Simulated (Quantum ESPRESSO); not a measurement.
# CaO(001): a series in the number of layers, part 2 of 12

What law, if any, do the results for CaO(001) follow against the number of layers?

Quantum ESPRESSO 7.5; plane-wave DFT, PBE, GBRV ultrasoft pseudopotentials.

So far. Step 2 (Relaxing cell and ions of the reference):  The last row is no step: it is a fresh SCF in the final cell with a new plane-wave basis, +0 meV from the row before. The relaxed cell has a = 4.830 Å (conventional setting).

### 3. SCF with pw.x of the reference

A bulk run at that cell gives the reference energy and levels.

File ref.bulk.in:

```
&control
  prefix = 'ref.bulk'
  outdir = './out'
  pseudo_dir = './pseudo'
  calculation = 'scf'
  tprnfor = .true.
/
&system
  ibrav = 0
  nat = 4
  ntyp = 2
  ecutwfc = 40
  ecutrho = 200
  occupations = 'smearing'
  smearing = 'fd'
  degauss = 0.002
  nbnd = 20
/
&electrons
  conv_thr = 1e-09
  mixing_beta = 0.4
  electron_maxstep = 120
/
ATOMIC_SPECIES
  Ca  40.0780  ca_pbe_v1.uspp.F.UPF
  O   15.9990  o_pbe_v1.2.uspp.F.UPF
CELL_PARAMETERS angstrom
  3.41506535100000 0.00000000000000 0.00000000000000
  0.00000000000000 3.41506535100000 0.00000000000000
  0.00000000000000 0.00000000000000 4.82962423200000
ATOMIC_POSITIONS crystal
  Ca  0.000000000000 0.000000000000 0.000000000000
  O   0.500000000000 0.500000000000 0.000000000000
  Ca  0.500000000000 0.500000000000 0.500000000000
  O   0.000000000000 0.000000000000 0.500000000000
K_POINTS automatic
  7 7 5 0 0 0
```

Launch:

```sh
$ OMP_NUM_THREADS=1 mpirun -n 4 pw.x -nk 4 -in ref.bulk.in > ref.bulk.out
```

What it wrote:

```text
[banner, memory and clock lines left out]
Program PWSCF v.7.5 starts
[citation notice left out]

[...]
Message from routine setup:
[...]
bravais-lattice index     =            0
     lattice parameter (alat)  =       6.4535  a.u.
     unit-cell volume          =     380.1088 (a.u.)^3
     number of atoms/cell      =            4
     number of atomic types    =            2
     number of electrons       =        32.00
     number of Kohn-Sham states=           20
     kinetic-energy cutoff     =      40.0000  Ry
     charge density cutoff     =     200.0000  Ry
     scf convergence threshold =      1.0E-09
     mixing beta               =       0.4000
     number of iterations used =            8  plain     mixing
     Exchange-correlation= SLA  PW   PBE  PBE
                           (   1   4   3   4   0   0   0)

[...]
PseudoPot. # 1 for Ca read from file:
     ./pseudo/ca_pbe_v1.uspp.F.UPF
     Pseudo is Ultrasoft + core correction, Zval = 10.0
     Generated by new atomic code, or converted to UPF format
     Using radial grid of  845 points,  6 beta functions with:
                l(1) =   0
                l(2) =   0
                l(3) =   1
                l(4) =   1
                l(5) =   2
                l(6) =   2
     Q(r) pseudized with  8 coefficients,  rinner =    1.500   1.500   1.500
                                                       1.500   1.500

     PseudoPot. # 2 for O  read from file:
     ./pseudo/o_pbe_v1.2.uspp.F.UPF
     Pseudo is Ultrasoft + core correction, Zval =  6.0
     Generated by new atomic code, or converted to UPF format
     Using radial grid of  737 points,  5 beta functions with:
                l(1) =   0
                l(2) =   0
                l(3) =   1
                l(4) =   1
                l(5) =   2
     Q(r) pseudized with  8 coefficients,  rinner =    0.900   0.900   0.900
                                                       0.900   0.900

     atomic species   valence    mass     pseudopotential
     Ca               10.00    40.07800     Ca( 1.00)
     O                 6.00    15.99900     O ( 1.00)

     16 Sym. Ops., with inversion, found

[...]
number of k points=    30  Fermi-Dirac smearing, width (Ry)=  0.0020
[...]
Dense  grid:    18209 G-vectors     FFT dimensions: (  30,  30,  45)

     Smooth grid:    12889 G-vectors     FFT dimensions: (  25,  25,  40)

     Check: negative core charge=   -0.000003

     Initial potential from superposition of free atoms

     starting charge      31.9891, renormalised to      32.0000
     Starting wfcs are   28 randomized atomic wfcs

     per-process dynamical memory:    24.5 Mb

     Self-consistent Calculation

     iteration #  1     ecut=    40.00 Ry     beta= 0.40
     Davidson diagonalization with overlap
     ethr =  1.00E-02,  avg # of iterations =  2.0

     total energy              =    -214.73492698 Ry
     estimated scf accuracy    <       1.00019103 Ry

     iteration #  2     ecut=    40.00 Ry     beta= 0.40
[...]
total energy              =    -215.00594621 Ry
     estimated scf accuracy    <       0.15001803 Ry

     iteration #  3     ecut=    40.00 Ry     beta= 0.40
[...]
total energy              =    -215.02469378 Ry
     estimated scf accuracy    <       0.01446047 Ry

     iteration #  4     ecut=    40.00 Ry     beta= 0.40
[...]
total energy              =    -215.02393009 Ry
     estimated scf accuracy    <       0.01813098 Ry

     iteration #  5     ecut=    40.00 Ry     beta= 0.40
[...]
total energy              =    -215.02735417 Ry
     estimated scf accuracy    <       0.00003249 Ry

     iteration #  6     ecut=    40.00 Ry     beta= 0.40
[...]
total energy              =    -215.02742333 Ry
     estimated scf accuracy    <       0.00000858 Ry

[...]
iteration # 13     ecut=    40.00 Ry     beta= 0.40
[...]
total energy              =    -215.02742049 Ry
     estimated scf accuracy    <       0.00000029 Ry

     iteration # 14     ecut=    40.00 Ry     beta= 0.40
[...]
total energy              =    -215.02742049 Ry
     estimated scf accuracy    <       0.00000005 Ry

     iteration # 15     ecut=    40.00 Ry     beta= 0.40
[...]
total energy              =    -215.02742050 Ry
     estimated scf accuracy    <       0.00000003 Ry

     iteration # 16     ecut=    40.00 Ry     beta= 0.40
[...]
End of self-consistent calculation

          k = 0.0000 0.0000 0.0000 (  1659 PWs)   bands (ev):

   -30.0817 -29.9572 -11.4237 -11.0700 -11.0700 -10.8543 -10.8543 -10.8543
    -7.8278  -7.5906   6.3147   7.2448   7.2448   7.6217   7.6217   7.6217
    11.2866  12.2541  13.8295  13.8295

          k = 0.0000 0.0000 0.1414 (  1630 PWs)   bands (ev):

   -30.0696 -29.9689 -11.4323 -11.0494 -11.0494 -10.9895 -10.8749 -10.8749
    -7.6612  -7.4881   6.1262   7.0422   7.2476   7.2476   7.5418   7.5418
    11.4658  12.7808  13.4836  14.1946

[...]
the Fermi energy is    10.3521 ev

!    total energy              =    -215.02742051 Ry
     estimated scf accuracy    <          2.5E-10 Ry
     smearing contrib. (-TS)   =      -0.00000000 Ry
     internal energy E=F+TS    =    -215.02742051 Ry

     The total energy is F=E-TS. E is the sum of the following terms:
     one-electron contribution =     -53.14926384 Ry
     hartree contribution      =      42.19555175 Ry
     xc contribution           =     -38.77603728 Ry
     ewald contribution        =    -165.29767113 Ry

     convergence has been achieved in  16 iterations

     Forces acting on atoms (cartesian axes, Ry/au):

     atom    1 type  1   force =     0.00000000    0.00000000    0.00000000
     atom    2 type  2   force =     0.00000000    0.00000000    0.00000000
     atom    3 type  1   force =     0.00000000    0.00000000    0.00000000
     atom    4 type  2   force =     0.00000000    0.00000000    0.00000000

     Total force =     0.000000     Total SCF correction =     0.000000

[...]
```

Wall time 6.9 s (4 MPI ranks of Arm Neoverse V1, shared host); peak memory 0.27 GiB; 27 s of CPU time.

Numbers from this step:

| Item | Value |
| --- | --- |
| free energy | -2925.5971 eV |
| valence top, on the run's zero | 7.622 eV |
| conduction bottom, on the run's zero | 11.29 eV |
| gap by band count | 3.665 eV |

[end of part 2 of 12]

[Logs are printed without paths, hosts, clocks, repeated set-up lines and the standing remarks that a program may print on its own settings, such as how far it seeks lower states.]

[Hosts, paths, dates, database ids (printed as entryN), source tags and the programs' standing remarks are cut or masked in the printed files.]

[Maps of the electrostatic potential energy from Ansatz leave out the sawtooth potential of an applied field or a dipole correction, so their vacuum need not be flat; planar profiles and work functions include it.]
